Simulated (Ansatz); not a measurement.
**Preparing SrLa2S4 (I-42d) as a host crystal**

Before any defect goes in: SrLa2S4 (I-42d) at rest, and how it screens a charge.

Calculated with Ansatz 0.2.0; plane-wave PAW DFPT, PBEsol; dielectric tensors, Born charges and zone-centre modes of the host, in the first sound run; inputs show where later runs differ.

**1. Starting point**

Symmetry: I-42d, No. 122, tetragonal system. Conventional cell: a = 8.681 Å, b = 8.681 Å, c = 8.652 Å, α = 90.00°, β = 90.00°, γ = 90.00°. Sr has 8 S at 2.96 to 3.10 Å nearest. La has 8 S at 2.89 to 3.08 Å nearest. S has 4 La at 2.89 to 3.08 Å and 2 Sr at 2.96 to 3.10 Å nearest. Farther neighbours and most contacts between anions are not listed.

**2. Dielectric tensors of the host**

The response to a uniform electric field gives the electronic dielectric tensor.

eps/input.yaml

```yaml
crystal:
  lattice:
    - [-4.3406742042, 4.3406742042, 4.326055124]
    - [4.3406742042, -4.3406742042, 4.326055124]
    - [4.3406742042, 4.3406742042, -4.326055124]
  atoms:
    - { symbol: Sr, position: [0.5, 0.5, 0.0] }
    - { symbol: Sr, position: [0.25, 0.75, 0.5] }
    - { symbol: La, position: [0.0043790181, 0.625, 0.8793790181] }
    - { symbol: La, position: [0.875, 0.9956209819, 0.6206209819] }
    - { symbol: La, position: [0.7456209819, 0.125, 0.1206209819] }
    - { symbol: La, position: [0.375, 0.2543790181, 0.3793790181] }
    - { symbol: S, position: [0.1186037642, 0.3676780042, 0.0952887773] }
    - { symbol: S, position: [0.7733149869, 0.5223892269, 0.4047112227] }
    - { symbol: S, position: [0.6323219958, 0.7276107731, 0.75092576] }
    - { symbol: S, position: [0.4776107731, 0.8823219958, 0.25092576] }
    - { symbol: S, position: [0.2723892269, 0.0233149869, 0.9047112227] }
    - { symbol: S, position: [0.9766850131, 0.8813962358, 0.24907424] }
    - { symbol: S, position: [0.6313962358, 0.2266850131, 0.74907424] }
    - { symbol: S, position: [0.1176780042, 0.3686037642, 0.5952887773] }
basis:
  ecutwfc: 420
hamiltonian:
  xc: pbesol
kpoints:
  mp_grid: { grid: [4, 4, 4] }
scf:
  occupations: { method: fixed }
  max_iter: 100
phonons:
  method: dfpt
  dielectric: true
  rigid_motions: translations
```

Launch:

```
> ansatz run input.yaml --threads 4 --pin off --max-ram 7536MiB --backend cpu --events-out ev --progress --plain --runs-dir out
```

Numbers of over 12 decimals in the logs are rounded to 6 here.

The log of the run:

```text
[... repeated set-up lines and file paths are left out, and long positions are rounded to six places ...]
Engine: ansatz 0.2.0, aarch64-unknown-linux-gnu
Pseudopotentials: kind: paw
Pseudopotential: Sr, paw, valence charge 10, recommended cutoff 420 eV (normal), Sr.paw.azcp
Pseudopotential: La, paw, valence charge 11, recommended cutoff 420 eV (normal), La.paw.azcp
Pseudopotential: S, paw, valence charge 6, recommended cutoff 420 eV (normal), S.paw.azcp
Functional definition: PBEsol
  exchange = pbesol_x
  correlation = pbesol_c
Crystal: 14 atoms, lattice volume = 326.037 Å³
Basis set: ecut = 420 eV, 6427 PW (Γ), exchange–correlation on 120×120×120 points (8 copies of the dense FFT grid, shifted against one another)
Bands: 70, of which v1, the nominal top of the filled ones, is band 56 counted from 1 (55 counted from 0)
Symmetry: 8 space group operations
k-points: 36 of 64 (irreducible under 1 space group operation, time reversal used)
Non-local potential: Sr, projectors of the file, l = 0: 3, l = 1: 2, l = 2: 2
Non-local potential: La, projectors of the file, l = 0: 3, l = 1: 2, l = 2: 2, l = 3: 3
Non-local potential: S, projectors of the file, l = 0: 2, l = 1: 2, l = 2: 2
PAW form: soft (Blöchl's): semilocal exchange-correlation on the pseudo side does not see the compensation charge
PAW frozen core: Sr, regenerated for the run's functional, and the local potential with it (the file was generated under x = pbe(κ = 0.804, μ = 0.219515), c = pbe(β = 0.066725))
PAW frozen core: La, regenerated for the run's functional, and the local potential with it (the file was generated under x = pbe(κ = 0.804, μ = 0.219515), c = pbe(β = 0.066725))
PAW frozen core: S, regenerated for the run's functional, and the local potential with it (the file was generated under x = pbe(κ = 0.804, μ = 0.219515), c = pbe(β = 0.066725))
PAW one-centre angular grid: Sr, 110 points (default); XC on 64 Gauss nodes
PAW one-centre angular grid: La, 590 points (default); XC on 64 Gauss nodes
PAW one-centre angular grid: S, 110 points (default); XC on 64 Gauss nodes
Initial density: superposition of atomic densities (neutral atoms: chi_scale 0, normalization atom), corrected by the library's trained network
Initial wavefunctions: pseudopotential atomic-orbital guess
Functional: x = pbesol(κ = 0.804, μ = 0.123457), c = pbesol(β = 0.046)
SCF iter   1: F=—  HF=-38740.222882 eV  |F-HF|=—  |Δ(HF+E_count)|=         —  Δρ=5.48e-3  dr2=1.40e-1  ethr=1.77e-3  ⟨swp⟩=6.2  Hψ=11455  notcnv=0  defer=387
preconditioner: auto → Resta (q_TF=auto, 2.283 Å⁻¹)  ε∞=4.4  [insulator: Δε(μ)=1.991 eV  Ē_g=11.092 eV  n_scr=54 (ndim 8)  ℏωp=20.6 eV  f_vac=0.000  ε∞_Penn≈4.4]
SCF iter   2: F=—  HF=-38740.196976 eV  |F-HF|=—  |Δ(HF+E_count)|=   2.59e-2  Δρ=2.11e-3  dr2=1.28e-2  ethr=1.25e-4  ⟨swp⟩=3.7  Hψ=4217  notcnv=0  defer=432
SCF iter   3: F=—  HF=-38740.197126 eV  |F-HF|=—  |Δ(HF+E_count)|=   1.50e-4  Δρ=8.13e-4  dr2=1.66e-3  ethr=1.15e-5  ⟨swp⟩=3.7  Hψ=3934  notcnv=0  defer=432
SCF iter   4: F=—  HF=-38740.197510 eV  |F-HF|=—  |Δ(HF+E_count)|=   3.84e-4  Δρ=1.26e-4  dr2=5.67e-5  ethr=1.49e-6  ⟨swp⟩=2.9  Hψ=3938  notcnv=0  defer=432
SCF iter   5: F=—  HF=-38740.197533 eV  |F-HF|=—  |Δ(HF+E_count)|=   2.30e-5  Δρ=2.74e-5  dr2=3.25e-6  ethr=5.07e-8  ⟨swp⟩=2.8  Hψ=3968  notcnv=0  defer=429
SCF iter   6: F=—  HF=-38740.197427 eV  |F-HF|=—  |Δ(HF+E_count)|=   1.06e-4  Δρ=6.76e-6  dr2=2.78e-7  ethr=2.90e-9  ⟨swp⟩=2.0  Hψ=3494  notcnv=0  defer=417
SCF iter   7: F=—  HF=-38740.197427 eV  |F-HF|=—  |Δ(HF+E_count)|=   2.20e-8  Δρ=1.47e-6  dr2=8.10e-9  ethr=2.49e-10  ⟨swp⟩=2.2  Hψ=3811  notcnv=0  defer=417
SCF iter   8: F=—  HF=-38740.197427 eV  |F-HF|=—  |Δ(HF+E_count)|=   3.06e-9  Δρ=2.34e-7  dr2=1.66e-10  ethr=7.23e-12  ⟨swp⟩=2.4  Hψ=4206  notcnv=0  defer=417
SCF iter   9: F=-38740.197427 eV  HF=-38740.197427 eV  |F-HF|=1.46e-11  |Δ(HF+E_count)|=  1.09e-10  Δρ=3.77e-8  dr2=5.07e-12  ethr=1.00e-12  ⟨swp⟩=23.6  Hψ=20783  notcnv=0
SCF 1 converged in 9 iterations: F = -38740.197427 eV  dr2 = 5.07e-12
  greatest PAW one-centre occupation: 0.986 electrons in one spin orbital (limit 2), on the Sr atom at site 1 (counted from 0), in its partial waves of l = 0
NSCF: frozen V_eff on 1 k-points
DFPT response loops at Γ: preconditioner auto → Resta (q_TF=auto, 2.283 Å⁻¹)  ε∞=5.4 (no band partly filled); β = 1.00, the filter's whole step (`scf.mixing.beta` (0.50) is not read by the response loops at its default; [...]
── the response to a field inside a basis, on 4×4×4 k-points: an SCF that follows is theirs, and a resumed run solves both again ──
Bands: 57, of which v1, the nominal top of the filled ones, is band 56 counted from 1 (55 counted from 0)
k-points: 11 of 64 (time reversal used)
Initial density: handed on by an earlier stage of this run
Initial wavefunctions: pseudopotential atomic-orbital guess (no wavefunctions were taken with the density)
Eigensolver: Dense (11 Hₖ)
SCF iter   1: F=—  HF=-38739.641834 eV  |F-HF|=—  |Δ(HF+E_count)|=         —  Δρ=5.25e-4  dr2=3.92e-4  ethr=1.00e-1
SCF iter   2: F=—  HF=-38739.641896 eV  |F-HF|=—  |Δ(HF+E_count)|=   6.18e-5  Δρ=2.92e-4  dr2=1.41e-4  ethr=3.50e-7
SCF iter   3: F=—  HF=-38739.641932 eV  |F-HF|=—  |Δ(HF+E_count)|=   3.65e-5  Δρ=3.79e-5  dr2=5.53e-6  ethr=1.26e-7
SCF iter   4: F=—  HF=-38739.641932 eV  |F-HF|=—  |Δ(HF+E_count)|=   1.92e-7  Δρ=1.06e-5  dr2=3.76e-7  ethr=4.93e-9
SCF iter   5: F=-38739.641932 eV  HF=-38739.641932 eV  |F-HF|=7.39e-9  |Δ(HF+E_count)|=   1.96e-7  Δρ=2.20e-6  dr2=2.18e-8  ethr=3.36e-10
SCF 1 converged in 5 iterations: F = -38739.641932 eV  dr2 = 2.18e-8
DFPT response loops at Γ: preconditioner auto → Resta (q_TF=auto, 2.283 Å⁻¹)  ε∞=5.2 (no band partly filled); β = 1.00, the filter's whole step (`scf.mixing.beta` (0.50) is not read by the response loops at its default; [...]
SCF converged after 9 iterations
Free energy (F): -38740.197427 eV
Harris-Foulkes:  -38740.197427 eV  (|F-HF|=1.46e-11)
Internal energy: -38740.197427 eV  (E = F + TS)
E sigma→0 (E₀):  -38740.197427 eV
Fermi energy:    8.872724 eV
--- Per-component energies (eV) ---
  E_band       = -201.529265
  E_kinetic    = 2122.299968
  E_local      = -2999.614153  (includes V_loc(G=0)·N_el)
  E_nonlocal   = 1026.698947
  E_hartree    = 830.224526
  E_xc         = -1675.376541
  E_vxc        = -1623.807741  (∫ρ·V_xc dr)
  E_paw        = -31280.671677  (= ΣΔE_a)
  E_vpaw       = -387.555355  (= ΣTr[D̂ρ^β])
  E_aug_tail   = 0.000009  (compensation charges beyond the density's cutoff)
  E_ewald      = -6765.200833
  E_core_change = 1.442327  (= ΣΔE_core)
  E_smearing   = -0.000000  (= −TS)
  E_closure    = 0.000000  (closes the sum)
  Σ components = -38740.197427   (vs F -38740.197427, Δ=0.00e0)
--- Band table (eV; the first three rows and the last of 36) ---
  k-point 0: bands = ["-24.5520", "-24.5489", "-22.4843", "-22.4462", [... 62 left out ...] "12.1448", "12.2152", "12.2249", "12.2249"]
  k-point 1: bands = ["-24.5515", "-24.5493", "-22.4787", "-22.4517", [... 62 left out ...] "12.1227", "12.1738", "12.1769", "12.2489"]
  [... further k-points left out ...]
--- Phonons (Γ-DFPT): 8 representative perturbations + reference, on 36 of 64 k-points (Σ response iterations 32) ---
  k mesh reduced under 1 symmetry operation, with k and −k counted as one. Each operation leaves every solved perturbation unchanged. A smaller set is not considered because the run solves the response to a homogeneous field
  ASR residual: 6.620e-5 → 0.000e0 eV/Å²; symmetrization residual: 2.820e-6 eV/Å²
  ASR residual per site (eV/Å²): 6.62e-5 6.62e-5 1.46e-5 1.46e-5 1.46e-5 1.46e-5 1.19e-5 1.19e-5 1.19e-5 1.19e-5 1.19e-5 1.19e-5 1.19e-5 1.19e-5
  Γ frequencies (cm⁻¹): 0.00 0.00 0.00 88.07 90.25 90.25 90.38 97.83 98.27 109.71 109.71 125.21 132.77 135.69 135.69 141.78 141.78 142.02 168.90 176.89 176.89 179.37 181.66 181.66 182.27 188.77 188.77 196.23 208.10 212.90 212.90 218.33 224.80 224.80 233.04 [...]
  ε∞ (high-frequency dielectric tensor):
        7.664697     0.000000     0.000000
        0.000000     7.664697     0.000000
        0.000000     0.000000     7.569009
  ε⁰ (static dielectric tensor: ions relaxed, cell fixed):
       19.249571    -0.000000    -0.000000
       -0.000000    19.249571     0.000000
       -0.000000     0.000000    18.079637
  ε⁰ − ε∞ (ionic part):
       11.584874    -0.000000    -0.000000
       -0.000000    11.584874     0.000000
       -0.000000     0.000000    10.510628
  softest optical mode at Γ: 88.07 cm⁻¹; the repairs (sum rule, projections) moved no ω² at Γ by more than (1.11 cm⁻¹)²
  Born effective charges Z* (e; rows j = field, columns β = displacement):
    site 0:
         2.41904    0.08361    0.00000
        -0.08361    2.41904   -0.00000
        -0.00000   -0.00000    2.76162
    site 1:
         2.41904   -0.08361   -0.00000
         0.08361    2.41904   -0.00000
        -0.00000   -0.00000    2.76162
    site 2:
         4.31497   -0.00000    0.35928
        -0.00000    3.89205   -0.00000
         0.34461   -0.00000    3.98837
    site 3:
         3.89205    0.00000   -0.00000
         0.00000    4.31497   -0.35928
        -0.00000   -0.34461    3.98837
    site 4:
         4.31497    0.00000   -0.35928
         0.00000    3.89205   -0.00000
        -0.34461   -0.00000    3.98837
    site 5:
         3.89205   -0.00000    0.00000
         0.00000    4.31497    0.35928
        -0.00000    0.34461    3.98837
    site 6:
        -2.32599   -0.10438    0.16454
        -0.10316   -2.98704    0.23361
         0.06927    0.35971   -2.68459
    site 7:
        -2.98704   -0.10316   -0.23361
        -0.10438   -2.32599   -0.16454
        -0.35971   -0.06927   -2.68459
    site 8:
        -2.98704    0.10316   -0.23361
         0.10438   -2.32599    0.16454
        -0.35971    0.06927   -2.68459
    site 9:
        -2.32599    0.10438    0.16454
         0.10316   -2.98704   -0.23361
         0.06927   -0.35971   -2.68459
    site 10:
        -2.32599   -0.10438   -0.16454
[...]
site 11:
[...]
site 12:
[...]
site 13:
[...]
Z* charge neutrality: 6.611e-2 e pre-enforcement
  solved inside a basis spanned on kpoints, on 4×4×4 k-points, its susceptibility summed on 8×8×8: ε∞ is read to err by 3.1e-2, Z* by 2.8e-2 e (field_mesh: kpoints solves on kpoints); Z* is corrected for what the basis lacks
  optical modes at Γ without the LO–TO term, one row a degenerate level:
      ω (cm⁻¹)  modes    IR ((D/Å)²/amu)
[...]
optical modes at Γ + LO–TO along q̂ = [1.0000, 0.0000, 0.0000]:
      ω (cm⁻¹)  modes    IR ((D/Å)²/amu)
[...]
optical modes at Γ + LO–TO along q̂ = [0.0000, 1.0000, 0.0000]:
      ω (cm⁻¹)  modes    IR ((D/Å)²/amu)
[...]
optical modes at Γ + LO–TO along q̂ = [0.0000, 0.0000, 1.0000]:
      ω (cm⁻¹)  modes    IR ((D/Å)²/amu)
[...]
208.10      1             0.0000
        212.90      2             0.1812
        216.71      1             0.1816
        224.80      2             0.1072
        233.04      1             0.0000
        238.45      1             0.0000
        249.44      1             0.0000
        252.96      1             0.0000
        263.03      1             0.0000
        273.67      2             0.1541
        279.56      1             0.0000
        294.86      1            56.2919
```

Run time: 11 min. Hardware: 4 threads of Arm Neoverse V1, shared host; peak memory 4.3 GiB; 43 min of CPU time.

Electronic dielectric tensor:

```
7.66 0.00 0.00
0.00 7.66 0.00
0.00 0.00 7.57
```

Static dielectric tensor:

```
19.25  0.00  0.00
 0.00 19.25  0.00
 0.00  0.00 18.08
```

The principal values of the electronic dielectric tensor are 7.57, 7.66 and 7.66. The principal values of the static dielectric tensor are 18.08, 19.25 and 19.25.

**3. Primitive cell on a dense mesh**

A dense mesh gives the host's converged energy, against which the supercell's sampling is tested.

This step: plane-wave PAW DFT, PBEsol; single point of the host's primitive cell on a dense mesh (Ansatz 0.2.0).

dense/input.yaml, as its differences from eps/input.yaml of step 2:

```diff
@@ -22,2 +22,3 @@
   ecutwfc: 420
+  xc_grid: 2
 hamiltonian:
@@ -25,9 +26,5 @@
 kpoints:
-  mp_grid: { grid: [4, 4, 4] }
+  mp_grid: { grid: [5, 5, 5] }
 scf:
-  occupations: { method: fixed }
-  max_iter: 100
-phonons:
-  method: dfpt
-  dielectric: true
-  rigid_motions: translations
+  occupations: { method: fermi_dirac, width: 0.01 }
+  max_iter: 80
```

The log of the run:

```text
[...]
Crystal: 14 atoms, lattice volume = 326.037 Å³
Basis set: ecut = 420 eV, 6427 PW (Γ), exchange–correlation on 108×108×108 points (8 copies of the dense FFT grid, shifted against one another)
Bands: 70, of which v1, the nominal top of the filled ones, is band 56 counted from 1 (55 counted from 0)
Symmetry: 8 space group operations
[...]
k-points: 18 of 125 (time reversal used)
[...]
SCF iter   1: F=—  HF=-38740.219029 eV  |F-HF|=—  |Δ(HF+E_count)|=         —  Δρ=5.45e-3  dr2=1.38e-1  ethr=1.77e-3  ⟨swp⟩=11.7  Hψ=6600  notcnv=0
[...]
SCF iter   3: F=—  HF=-38740.197270 eV  |F-HF|=—  |Δ(HF+E_count)|=   1.04e-5  Δρ=8.25e-4  dr2=1.82e-3  ethr=1.18e-5  ⟨swp⟩=4.3  Hψ=1960  notcnv=0  defer=77
automatic band count: iteration 3 solves 65 bands in place of 70: the levels show a gap, and the empty bands left out lie too high to hold charge; the band table lists the bands solved (type scf.n_extra_bands for more)
SCF iter   4: F=—  HF=-38740.197601 eV  |F-HF|=—  |Δ(HF+E_count)|=   3.31e-4  Δρ=1.34e-4  dr2=5.84e-5  ethr=1.63e-6  ⟨swp⟩=3.2  Hψ=2008  notcnv=0  defer=77
[...]
SCF iter   6: F=-38740.197526 eV  HF=-38740.197526 eV  |F-HF|=4.61e-8  |Δ(HF+E_count)|=   1.01e-6  Δρ=7.01e-6  dr2=2.77e-7  ethr=2.91e-10  ⟨swp⟩=3.1  Hψ=3155  notcnv=0
SCF 1 converged in 6 iterations: F = -38740.197526 eV  dr2 = 2.77e-7
[...]
SCF converged after 6 iterations
Free energy (F): -38740.197526 eV
[...]
Internal energy: -38740.197526 eV  (E = F + TS)
E sigma→0 (E₀):  -38740.197526 eV
Fermi energy:    9.907694 eV
[...]
```

The job ended after 10 s (4 threads; peak memory 0.98 GiB).

**4. Self-consistent run**

This step: plane-wave PAW DFT, PBEsol; single point of the defect-free supercell, a test of its k-points (Ansatz 0.2.0).

System of this step: SrLa2S4 (I-42d). The cell holds 56 atoms: 8 Sr, 16 La and 32 S. Cell: a = 12.257 Å, b = 12.257 Å, c = 12.277 Å, α = 59.9°, β = 59.9°, γ = 60.1°.

pristine.sampling/input.yaml

```yaml
crystal:
  lattice:
    - [0.0, 8.6813484085, 8.652110248]
    - [8.6813484085, 0.0, 8.652110248]
    - [8.6813484085, 8.6813484085, 0.0]
  atoms:
    - { symbol: Sr, position: [0.0, 0.0, 0.5] }
    - { symbol: Sr, position: [0.25, 0.25, 0.75] }
    - { symbol: Sr, position: [0.5, 0.5, 0.0] }
    - { symbol: Sr, position: [0.75, 0.75, 0.25] }
    - { symbol: Sr, position: [0.125, 0.625, 0.375] }
    - { symbol: Sr, position: [0.375, 0.875, 0.625] }
    - { symbol: Sr, position: [0.625, 0.125, 0.875] }
    - { symbol: Sr, position: [0.875, 0.375, 0.125] }
    - { symbol: La, position: [0.1271895091, 0.7478104909, 0.0021895091] }
    - { symbol: La, position: [0.3771895091, 0.9978104909, 0.2521895091] }
    - { symbol: La, position: [0.6271895091, 0.2478104909, 0.5021895091] }
    - { symbol: La, position: [0.8771895091, 0.4978104909, 0.7521895091] }
    - { symbol: La, position: [0.0021895091, 0.1228104909, 0.7478104909] }
    - { symbol: La, position: [0.2521895091, 0.3728104909, 0.9978104909] }
    - { symbol: La, position: [0.5021895091, 0.6228104909, 0.2478104909] }
    - { symbol: La, position: [0.7521895091, 0.8728104909, 0.4978104909] }
    - { symbol: La, position: [0.2478104909, 0.6271895091, 0.6228104909] }
    - { symbol: La, position: [0.4978104909, 0.8771895091, 0.8728104909] }
    - { symbol: La, position: [0.7478104909, 0.1271895091, 0.1228104909] }
    - { symbol: La, position: [0.9978104909, 0.3771895091, 0.3728104909] }
    - { symbol: La, position: [0.1228104909, 0.0021895091, 0.1271895091] }
    - { symbol: La, position: [0.3728104909, 0.2521895091, 0.3771895091] }
    - { symbol: La, position: [0.6228104909, 0.5021895091, 0.6271895091] }
    - { symbol: La, position: [0.8728104909, 0.7521895091, 0.8771895091] }
    - { symbol: S, position: [0.2232111278, 0.4722853678, 0.1998961409] }
    - { symbol: S, position: [0.4732111278, 0.7222853678, 0.4498961409] }
    - { symbol: S, position: [0.7232111278, 0.9722853678, 0.6998961409] }
    - { symbol: S, position: [0.9732111278, 0.2222853678, 0.9498961409] }
    - { symbol: S, position: [0.0982111278, 0.8472853678, 0.7296073636] }
    - { symbol: S, position: [0.3482111278, 0.0972853678, 0.9796073636] }
    - { symbol: S, position: [0.5982111278, 0.3472853678, 0.2296073636] }
    - { symbol: S, position: [0.8482111278, 0.5972853678, 0.4796073636] }
    - { symbol: S, position: [0.1046073636, 0.1998961409, 0.2232111278] }
    - { symbol: S, position: [0.3546073636, 0.4498961409, 0.4732111278] }
    - { symbol: S, position: [0.6046073636, 0.6998961409, 0.7232111278] }
    - { symbol: S, position: [0.8546073636, 0.9498961409, 0.9732111278] }
    - { symbol: S, position: [0.0748961409, 0.4796073636, 0.8482111278] }
    - { symbol: S, position: [0.3248961409, 0.7296073636, 0.0982111278] }
    - { symbol: S, position: [0.5748961409, 0.9796073636, 0.3482111278] }
    - { symbol: S, position: [0.8248961409, 0.2296073636, 0.5982111278] }
    - { symbol: S, position: [0.2222853678, 0.9732111278, 0.8546073636] }
    - { symbol: S, position: [0.4722853678, 0.2232111278, 0.1046073636] }
    - { symbol: S, position: [0.7222853678, 0.4732111278, 0.3546073636] }
    - { symbol: S, position: [0.9722853678, 0.7232111278, 0.6046073636] }
    - { symbol: S, position: [0.1998961409, 0.1046073636, 0.4722853678] }
    - { symbol: S, position: [0.4498961409, 0.3546073636, 0.7222853678] }
    - { symbol: S, position: [0.6998961409, 0.6046073636, 0.9722853678] }
    - { symbol: S, position: [0.9498961409, 0.8546073636, 0.2222853678] }
    - { symbol: S, position: [0.2296073636, 0.8248961409, 0.3472853678] }
    - { symbol: S, position: [0.4796073636, 0.0748961409, 0.5972853678] }
    - { symbol: S, position: [0.7296073636, 0.3248961409, 0.8472853678] }
    - { symbol: S, position: [0.9796073636, 0.5748961409, 0.0972853678] }
    - { symbol: S, position: [0.0972853678, 0.3482111278, 0.5748961409] }
    - { symbol: S, position: [0.3472853678, 0.5982111278, 0.8248961409] }
    - { symbol: S, position: [0.5972853678, 0.8482111278, 0.0748961409] }
    - { symbol: S, position: [0.8472853678, 0.0982111278, 0.3248961409] }
basis:
  ecutwfc: 420
  xc_grid: 2
hamiltonian:
  xc: pbesol
kpoints:
  mp_grid: { grid: [1, 1, 1], shift: [0.25, 0.25, 0.25] }
scf:
  occupations: { method: fermi_dirac, width: 0.01 }
  max_iter: 80
```

The log of the run:

```text
[...]
Crystal: 56 atoms, lattice volume = 1304.147 Å³
Basis set: ecut = 420 eV, 25573 PW (Γ), exchange–correlation on 180×180×180 points (8 copies of the dense FFT grid, shifted against one another)
Bands: 280, of which v1, the nominal top of the filled ones, is band 224 counted from 1 (223 counted from 0)
Symmetry: 8 space group operations
k-points: 1
[...]
SCF iter   1: F=—  HF=-154960.632684 eV  |F-HF|=—  |Δ(HF+E_count)|=         —  Δρ=5.30e-3  dr2=5.11e-1  ethr=1.77e-3  ⟨swp⟩=10.0  Hψ=1319  notcnv=0  defer=25
[...]
SCF iter   7: F=-154960.556097 eV  HF=-154960.556097 eV  |F-HF|=1.31e-8  |Δ(HF+E_count)|=   1.76e-7  Δρ=1.73e-6  dr2=5.40e-8  ethr=2.23e-10  ⟨swp⟩=3.0  Hψ=505  notcnv=0
SCF 1 converged in 7 iterations: F = -154960.556097 eV  dr2 = 5.40e-8
[...]
SCF converged after 7 iterations
Free energy (F): -154960.556097 eV
[...]
Internal energy: -154960.556097 eV  (E = F + TS)
E sigma→0 (E₀):  -154960.556097 eV
Fermi energy:    9.938877 eV
[...]
```

Elapsed: 20 s, on 4 threads; peak memory 2.3 GiB.

Numbers from this step:

```yaml
energy_over_dense_mesh: 0.004179 eV/atom
```

(Part 1 of 3 ends here.)

[Logs are printed without paths, hosts, clocks, repeated set-up lines and the standing remarks that a program may print on its own settings, such as how far it seeks lower states.]

[Hosts, paths, dates, database ids (printed as entryN), source tags and the programs' standing remarks are cut or masked in the printed files.]

[Runs of the host that timed out are not shown.]

[For some hosts the program warned that the k-mesh of the response run may be too coarse for force constants and the static dielectric constant; such warnings are not always shown.]
